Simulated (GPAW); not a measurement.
## Ballistic transport through a Rh chain with a Si atom bridging one bond, cheap and dear

Wanted: the zero-bias transmission of a Rh chain with a Si atom bridging one bond on a ladder of levels, with run times.

Program: GPAW 26.7.0. Level of theory: GPAW LCAO, PAW setups; Landauer transmission from Green's functions with principal layers (ASE), zero bias. Results are calculated unless marked as measured.

**1. The starting structure**

The cell holds 15 atoms: 14 Rh and 1 Si. Its edges and angles: a = 9.000 Å, b = 9.000 Å, c = 32.400 Å, α = 90.0°, β = 90.0°, γ = 90.0°. Regions: left lead, 7 atoms (7 Rh); channel, 1 atom (1 Si); right lead, 7 atoms (7 Rh). Vacuum lies along a and b. The structure is stacked along c, and the current runs across the ab planes.

**2. GPAW, dzp**

Localised orbitals split the wire into layers that couple to their neighbours alone, which is what the Green's function method needs; double zeta with polarisation is the usual level for numbers.

Contents of run.py:

```python
import json
import numpy as np
from ase import Atoms
from ase.transport.calculators import TransportCalculator
from gpaw import GPAW, FermiDirac
from gpaw.lcao.tools import get_lcao_hamiltonian
from scipy.linalg import eigh

# The junction with lead layers at both ends, along the third cell vector
device = Atoms(
    ['Rh', 'Rh', 'Rh', 'Rh', 'Rh', 'Rh', 'Rh', 'Si', 'Rh', 'Rh', 'Rh', 'Rh', 'Rh', 'Rh', 'Rh'],
    positions=[
        [4.50000, 4.50000, 1.15000],
        [4.50000, 4.50000, 3.45000],
        [4.50000, 4.50000, 5.75000],
        [4.50000, 4.50000, 8.05000],
        [4.50000, 4.50000, 10.35000],
        [4.50000, 4.50000, 12.65000],
        [4.50000, 4.50000, 14.95000],
        [6.32955, 4.50000, 16.20000],
        [4.50000, 4.50000, 17.45000],
        [4.50000, 4.50000, 19.75000],
        [4.50000, 4.50000, 22.05000],
        [4.50000, 4.50000, 24.35000],
        [4.50000, 4.50000, 26.65000],
        [4.50000, 4.50000, 28.95000],
        [4.50000, 4.50000, 31.25000]],
    cell=[[9.0, 0.0, 0.0], [0.0, 9.0, 0.0], [0.0, 0.0, 32.4]],
    pbc=True)

# One principal layer of the lead: the first 5 atoms of the device
lead = Atoms(
    ['Rh', 'Rh', 'Rh', 'Rh', 'Rh'],
    positions=[
        [4.50000, 4.50000, 1.15000],
        [4.50000, 4.50000, 3.45000],
        [4.50000, 4.50000, 5.75000],
        [4.50000, 4.50000, 8.05000],
        [4.50000, 4.50000, 10.35000]],
    cell=[[9.0, 0.0, 0.0], [0.0, 9.0, 0.0], [0.0, 0.0, 11.5]],
    pbc=True)

settings = dict(mode='lcao', basis='dzp', xc='PBE', h=0.2,
                occupations=FermiDirac(0.1), maxiter=250,
                mixer=dict(beta=0.1, nmaxold=8, weight=100.0),
                convergence=dict(density=0.0001))
energies = np.arange(-2, 2 + 1e-9, 0.05)
eta = 0.0001
n1, n2 = 1, 1
# k and -k transmit alike, so half of the mesh across the current serves
mesh = [(i, j) for i in range(n1) for j in range(n2) if (i, j) <= (-i % n1, -j % n2)]
weights = np.array([1 if (i, j) == (-i % n1, -j % n2) else 2 for i, j in mesh]) / (n1 * n2)

# [... helper functions left out ...]
fermi_lead = ground_state(lead, (1, 1, 10), 'lead.txt')
fermi_device = ground_state(device, (1, 1, 3), 'device.txt')
# [... loop over the mesh left out, but for ...]
        # Shift the lead onto the potential of the device's first layer
        shift = ((H[:, 0, 0] - H0[:, 0, 0]) / S0[0, 0]).real.mean()
# [...]
kT = 8.617333e-5 * 500
bias = [0.1, 0.2, 0.5, 1.0, 1.5, 2.0]
# [... integrals and printing left out ...]
```

Command:

```
> OMP_NUM_THREADS=1 OPENBLAS_NUM_THREADS=1 python run.py
```

Log:

```text
LinAlgError: The leading minor of order 134 of B is not positive definite. The factorization of B could not be completed and no eigenvalues or eigenvectors were computed.
```

Elapsed: 3.2 min, on 1 thread of Arm Neoverse V2, shared host; peak memory 1.4 GiB.

The run ended with an error.

The program's message: “LinAlgError: The leading minor of order 134 of B is not positive definite. The factorization of B could not be completed and no eigenvalues or eigenvectors were computed.”

**3. GPAW, szp: basis = "szp(dzp)"**

The second zeta is dropped, the polarisation orbitals stay.

Edit run.py of step 2 so:

```diff
@@ -42,3 +42,3 @@
 
-settings = dict(mode='lcao', basis='dzp', xc='PBE', h=0.2,
+settings = dict(mode='lcao', basis='szp(dzp)', xc='PBE', h=0.2,
                 occupations=FermiDirac(0.1), maxiter=250,
```

Log:

```text
basis functions: device 219, principal layer 75
Fermi level: lead -3.6290 eV, device -3.5545 eV; lead shifted by -0.0009 eV
largest coupling past the next layer 2.08e-04 eV, largest misfit of the first layer 0.086 eV
  E-E_F (eV)   T (one spin)  [channel counts left out]
    -2.000    2.6240e+00
    -1.950    2.5384e+00
    -1.900    2.4161e+00
    -1.850    2.2665e+00
    -1.800    2.1164e+00
    -1.750    2.0115e+00
    -1.700    1.9905e+00
    -1.650    2.0521e+00
    -1.600    2.1601e+00
    -1.550    2.2768e+00
    -1.500    2.3812e+00
    -1.450    2.4663e+00
    -1.400    2.5326e+00
    -1.350    2.5827e+00
    -1.300    2.6199e+00
    -1.250    2.6097e+00
[...]
1.650    9.9854e-01
     1.700    9.9807e-01
     1.750    9.9737e-01
     1.800    9.9635e-01
     1.850    9.9491e-01
     1.900    9.9289e-01
     1.950    9.9010e-01
     2.000    9.8623e-01
conductance at 500 K: 3.0319 G0 a cell; thermopower 8.574 uV/K
current from the zero-bias T(E) at 0.1 V: 23.535 uA
current from the zero-bias T(E) at 0.2 V: 47.284 uA
current from the zero-bias T(E) at 0.5 V: 119.81 uA
current from the zero-bias T(E) at 1.0 V: 240.67 uA
current from the zero-bias T(E) at 1.5 V: 358.79 uA
current from the zero-bias T(E) at 2.0 V: 466.81 uA
```

Wall time 1.7 min (1 thread); peak memory 1.3 GiB.

Numbers from this step:

```
conductance                                    : 3.032 G₀
largest coupling past the next principal layer : 2.08e-4 eV
largest misfit of the first principal layer    : 0.08552 eV
shift that aligns the lead                     : -8.53e-4 eV
basis functions of the junction                : 219
basis functions of a principal layer           : 75
transmission at the Fermi level (one spin)     : 2.924
```

One spin. Transmission, zone mean against energy, zero at the Fermi level:

```tsv
energy (eV)	transmission, zone mean
-2.00	2.62
-1.90	2.42
-1.80	2.12
-1.70	1.99
-1.55	2.28
-1.45	2.47
-1.35	2.58
-1.25	2.61
-1.15	2.45
-1.05	3.39
-0.90	3.40
-0.80	3.44
-0.70	3.50
-0.60	3.52
-0.50	3.51
-0.40	3.49
-0.25	3.50
-0.15	3.42
-0.05	3.21
0.00	2.92
0.05	2.88
0.15	2.84
0.25	2.80
0.40	2.74
0.50	2.69
0.60	2.63
0.70	2.55
0.80	2.43
0.90	2.21
1.05	1.22
1.15	0.995
1.25	0.997
1.35	0.998
1.45	0.999
1.55	0.999
1.70	0.998
1.80	0.996
1.90	0.993
2.00	0.986
```

Not self-consistent under bias; the bias window is split evenly. The current through one cell, from the zero-bias transmission by bias:

```tsv
bias (V)	current through one cell, from the zero-bias transmission (μA)
0.100	23.5
0.200	47.3
0.500	120
1.000	241
1.500	359
2.000	467
```

Transmission of the three most open eigenchannels against energy, zero at the Fermi level:

```tsv
energy (eV)	channel 1	channel 2	channel 3
-2.000	0.996	0.956	0.673
-1.800	0.996	0.992	0.129
-1.600	0.999	0.983	0.178
-1.400	0.998	0.974	0.560
-1.200	0.987	0.840	0.655
-1.000	0.986	0.929	0.908
-0.800	0.981	0.912	0.895
-0.600	0.988	0.928	0.888
-0.400	0.997	0.948	0.888
-0.200	0.998	0.963	0.894
0.000	0.987	0.981	0.884
0.200	0.984	0.979	0.842
0.400	0.977	0.974	0.778
0.600	0.974	0.960	0.689
0.800	0.970	0.911	0.551
1.000	0.995	0.593	0.180
1.200	0.997	5.5e-6	2.7e-10
1.400	0.999	5.7e-6	1.7e-11
1.600	0.999	5.8e-6	3.8e-12
1.800	0.996	5.9e-6	0
2.000	0.986	6.1e-6	0
```

The transmission at the Fermi level comes to 2.92. The current reaches 467 μA at 2 V, close to what the ratio of current to bias at 0.1 V would give.

**4. GPAW, sz: basis = "sz(dzp)"**

The minimal basis is the cheapest rung: no second zeta and no polarisation.

Edit run.py of step 3 so:

```diff
@@ -42,3 +42,3 @@
 
-settings = dict(mode='lcao', basis='szp(dzp)', xc='PBE', h=0.2,
+settings = dict(mode='lcao', basis='sz(dzp)', xc='PBE', h=0.2,
                 occupations=FermiDirac(0.1), maxiter=250,
```

Log:

```text
basis functions: device 172, principal layer 60
Fermi level: lead -3.6415 eV, device -3.5821 eV; lead shifted by -0.0005 eV
largest coupling past the next layer 2.07e-04 eV, largest misfit of the first layer 0.063 eV
  E-E_F (eV)   T (one spin)  [channel counts left out]
    -2.000    2.5387e+00
    -1.950    2.4195e+00
    -1.900    2.2772e+00
    -1.850    2.1310e+00
    -1.800    2.0172e+00
    -1.750    1.9738e+00
    -1.700    2.0111e+00
    -1.650    2.1041e+00
    -1.600    2.2171e+00
    -1.550    2.3246e+00
    -1.500    2.4158e+00
    -1.450    2.4886e+00
    -1.400    2.5448e+00
    -1.350    2.5869e+00
    -1.300    2.6165e+00
    -1.250    2.6251e+00
[...]
1.650    9.9905e-01
     1.700    9.9891e-01
     1.750    9.9855e-01
     1.800    9.9791e-01
     1.850    9.9689e-01
     1.900    9.9534e-01
     1.950    9.9305e-01
     2.000    9.8976e-01
conductance at 500 K: 3.041 G0 a cell; thermopower 9.714 uV/K
current from the zero-bias T(E) at 0.1 V: 23.619 uA
current from the zero-bias T(E) at 0.2 V: 47.521 uA
current from the zero-bias T(E) at 0.5 V: 121.14 uA
current from the zero-bias T(E) at 1.0 V: 245.18 uA
current from the zero-bias T(E) at 1.5 V: 366.82 uA
current from the zero-bias T(E) at 2.0 V: 478.61 uA
```

The job ended after 81 s (1 thread; peak memory 1.2 GiB).

Numbers from this step:

```yaml
conductance: 3.041 G₀
largest_coupling_past_the_next_principal_layer: 2.07e-4 eV
largest_misfit_of_the_first_principal_layer: 0.06278 eV
shift_that_aligns_the_lead: -4.88e-4 eV
basis_functions_of_the_junction: 172
basis_functions_of_a_principal_layer: 60
transmission_at_the_fermi_level_one_spin: 2.910
```

One spin. Transmission, zone mean against energy, zero at the Fermi level:

energy (eV), transmission, zone mean and a bar from the least value:
```
    -2.00       2.54 #################
    -1.85       2.13 #############
    -1.70       2.01 ###########
    -1.60       2.22 ##############
    -1.45       2.49 #################
    -1.30       2.62 ##################
    -1.25       2.63 ##################
    -1.15       2.46 ################
    -1.05       3.57 ############################
    -0.90       3.64 #############################
    -0.75       3.66 #############################
    -0.60       3.71 ##############################
    -0.50       3.70 ##############################
    -0.35       3.65 #############################
    -0.20       3.60 #############################
    -0.05       3.23 #########################
     0.00       2.91 #####################
     0.05       2.88 #####################
     0.20       2.82 ####################
     0.35       2.76 ####################
     0.50       2.69 ###################
     0.60       2.63 ##################
     0.75       2.48 ################
     0.90       2.19 #############
     1.05       1.12 #
     1.15       0.99 
     1.30       1.00 
     1.45       1.00 
     1.60       1.00 
     1.70       1.00 
     1.85       1.00 
     2.00       0.99
```

Not self-consistent under bias; the bias window is split evenly. Current through one cell, from the zero-bias transmission against bias:

```tsv
bias (V)	current through one cell, from the zero-bias transmission (μA)
0.100	23.6
0.200	47.5
0.500	121
1.000	245
1.500	367
2.000	479
```

Transmission of the three most open eigenchannels against energy, zero at the Fermi level:

```tsv
energy (eV)	channel 1	channel 2	channel 3
-2.000	0.988	0.987	0.563
-1.800	0.998	0.978	0.0412
-1.600	0.999	0.967	0.251
-1.400	0.999	0.957	0.589
-1.200	0.969	0.669	0.427
-1.000	0.976	0.960	0.901
-0.800	0.975	0.923	0.894
-0.600	0.984	0.935	0.890
-0.400	0.996	0.953	0.892
-0.200	0.998	0.967	0.899
0.000	0.986	0.985	0.889
0.200	0.987	0.980	0.845
0.400	0.982	0.976	0.777
0.600	0.976	0.966	0.680
0.800	0.968	0.915	0.527
1.000	0.994	0.571	0.158
1.200	0.994	5.5e-9	2.0e-10
1.400	0.998	5.3e-9	1.7e-11
1.600	0.999	5.2e-9	0
1.800	0.998	5.0e-9	0
2.000	0.990	4.8e-9	0
```

The transmission at the Fermi level comes to 2.91. The current reaches 479 μA at 2 V, close to what the ratio of current to bias at 0.1 V would give.

**5. revPBE in the dzp basis**

Back in the dzp basis, the functional changes from PBE to revPBE, to set the spread between functionals beside that between bases.

Edit run.py of step 4 so:

```diff
@@ -42,3 +42,3 @@
 
-settings = dict(mode='lcao', basis='sz(dzp)', xc='PBE', h=0.2,
+settings = dict(mode='lcao', basis='dzp', xc='revPBE', h=0.2,
                 occupations=FermiDirac(0.1), maxiter=250,
```

Log:

```text
LinAlgError: The leading minor of order 134 of B is not positive definite. The factorization of B could not be completed and no eigenvalues or eigenvectors were computed.
```

Wall time 3.1 min (1 thread); peak memory 1.4 GiB.

The run ended with an error.

The program's message: “LinAlgError: The leading minor of order 134 of B is not positive definite. The factorization of B could not be completed and no eigenvalues or eigenvectors were computed.”

**6. The levels side by side**

The curves are compared point by point over the common energies.

This step: comparison of transmission and cost over codes and levels (GPAW 26.7.0).

Ladder, by row:

```tsv
step	code	T at the Fermi level (sum over the listed spins)	conductance (G0)	r.m.s. T(E) from the first	wall time (s)	peak memory (GiB)	threads
szp	GPAW	2.924	3.032	0	100.9	1.3	1
sz	GPAW	2.91	3.041	0.1115	81.17	1.24	1
```

Transmission, zone mean, sum over the listed spins against energy, zero at the Fermi level:

```tsv
energy (eV)	szp	sz
-2.00	2.62	2.54
-1.85	2.27	2.13
-1.70	1.99	2.01
-1.60	2.16	2.22
-1.45	2.47	2.49
-1.30	2.62	2.62
-1.15	2.45	2.46
-1.05	3.39	3.57
-0.90	3.40	3.64
-0.75	3.48	3.66
-0.60	3.52	3.71
-0.50	3.51	3.70
-0.35	3.49	3.65
-0.20	3.49	3.60
-0.05	3.21	3.23
0.00	2.92	2.91
0.05	2.88	2.88
0.20	2.82	2.82
0.35	2.76	2.76
0.50	2.69	2.69
0.60	2.63	2.63
0.75	2.50	2.48
0.90	2.21	2.19
1.05	1.22	1.12
1.15	0.995	0.993
1.30	0.998	0.997
1.45	0.999	0.998
1.60	0.999	0.999
1.70	0.998	0.999
1.85	0.995	0.997
2.00	0.986	0.990
```

**7. Grid spacing 0.3**

The real-space grid carries density and potential; a coarse one breaks translation symmetry along the lead and scatters electrons that should pass.

This step: GPAW LCAO, PAW setups; Landauer transmission from Green's functions with principal layers (ASE), zero bias (GPAW 26.7.0).

Edit run.py of step 5 so:

```diff
@@ -42,3 +42,3 @@
 
-settings = dict(mode='lcao', basis='dzp', xc='revPBE', h=0.2,
+settings = dict(mode='lcao', basis='dzp', xc='PBE', h=0.3,
                 occupations=FermiDirac(0.1), maxiter=250,
```

Log:

```text
LinAlgError: The leading minor of order 134 of B is not positive definite. The factorization of B could not be completed and no eigenvalues or eigenvectors were computed.
```

It took 96 s on 1 thread; peak memory 0.63 GiB.

The run ended with an error.

The program's message: “LinAlgError: The leading minor of order 134 of B is not positive definite. The factorization of B could not be completed and no eigenvalues or eigenvectors were computed.”

**8. Density threshold 0.01, k-points along the lead 2, functional RPBE**

The Hamiltonian is taken from the last density. The density threshold is one of the tests that end the cycle; the energy must settle too, so a loose value may not be the test that decides. The lead's own mesh along the current sets its density and potential; where the lead is aligned to the junction's end layer, a rigid shift drops out. The functional moves levels against the Fermi level.

Edit run.py of step 7 so:

```diff
@@ -42,6 +42,6 @@
 
-settings = dict(mode='lcao', basis='dzp', xc='PBE', h=0.3,
+settings = dict(mode='lcao', basis='dzp', xc='RPBE', h=0.2,
                 occupations=FermiDirac(0.1), maxiter=250,
                 mixer=dict(beta=0.1, nmaxold=8, weight=100.0),
-                convergence=dict(density=0.0001))
+                convergence=dict(density=0.01))
 energies = np.arange(-2, 2 + 1e-9, 0.05)
@@ -54,3 +54,3 @@
 # [... helper functions left out ...]
-fermi_lead = ground_state(lead, (1, 1, 10), 'lead.txt')
+fermi_lead = ground_state(lead, (1, 1, 2), 'lead.txt')
 fermi_device = ground_state(device, (1, 1, 3), 'device.txt')
```

Log:

```text
LinAlgError: The leading minor of order 134 of B is not positive definite. The factorization of B could not be completed and no eigenvalues or eigenvectors were computed.
```

Elapsed: 1.9 min, on 1 thread; peak memory 1.4 GiB.

The run ended with an error.

The program's message: “LinAlgError: The leading minor of order 134 of B is not positive definite. The factorization of B could not be completed and no eigenvalues or eigenvectors were computed.”

**9. Outcome**

```
conductance                                        : 3.03 G₀
transmission at the Fermi level, mean of the spins : 2.92
```

**Reading.** In the szp basis the junction conducts 3.03 G₀ at 500 K, with T = 2.92 a spin at the Fermi level; the sz basis reaches that conductance within 10 %. At the Fermi level the three most open eigenchannels pass 0.99, 0.98 and 0.88. The geometry was built from estimated bond lengths and not relaxed, so the numbers describe this model structure. The run had no spin polarisation, so a magnetic state, which chains and small molecules with open shells often have, wasn't tested. An evenly spaced straight chain is an idealisation: free chains tend to dimerise, zigzag or, where a band edge lies near the Fermi level, turn magnetic. The currents use the zero-bias T(E) throughout, which holds only while the bias is small against the distance to the nearest feature. Within about eight thermal energies of the Fermi level ln T(E) bends sharply from one computed energy to the next, or the lead's channel count changes, so the thermal averages, above all the thermopower, rest on an interpolation that may be rough.

[Logs are printed without paths, hosts, clocks, repeated set-up lines and the standing remarks that a program may print on its own settings, such as how far it seeks lower states.]

[Hosts, paths, dates, database ids (printed as entryN), source tags and the programs' standing remarks are cut or masked in the printed files.]
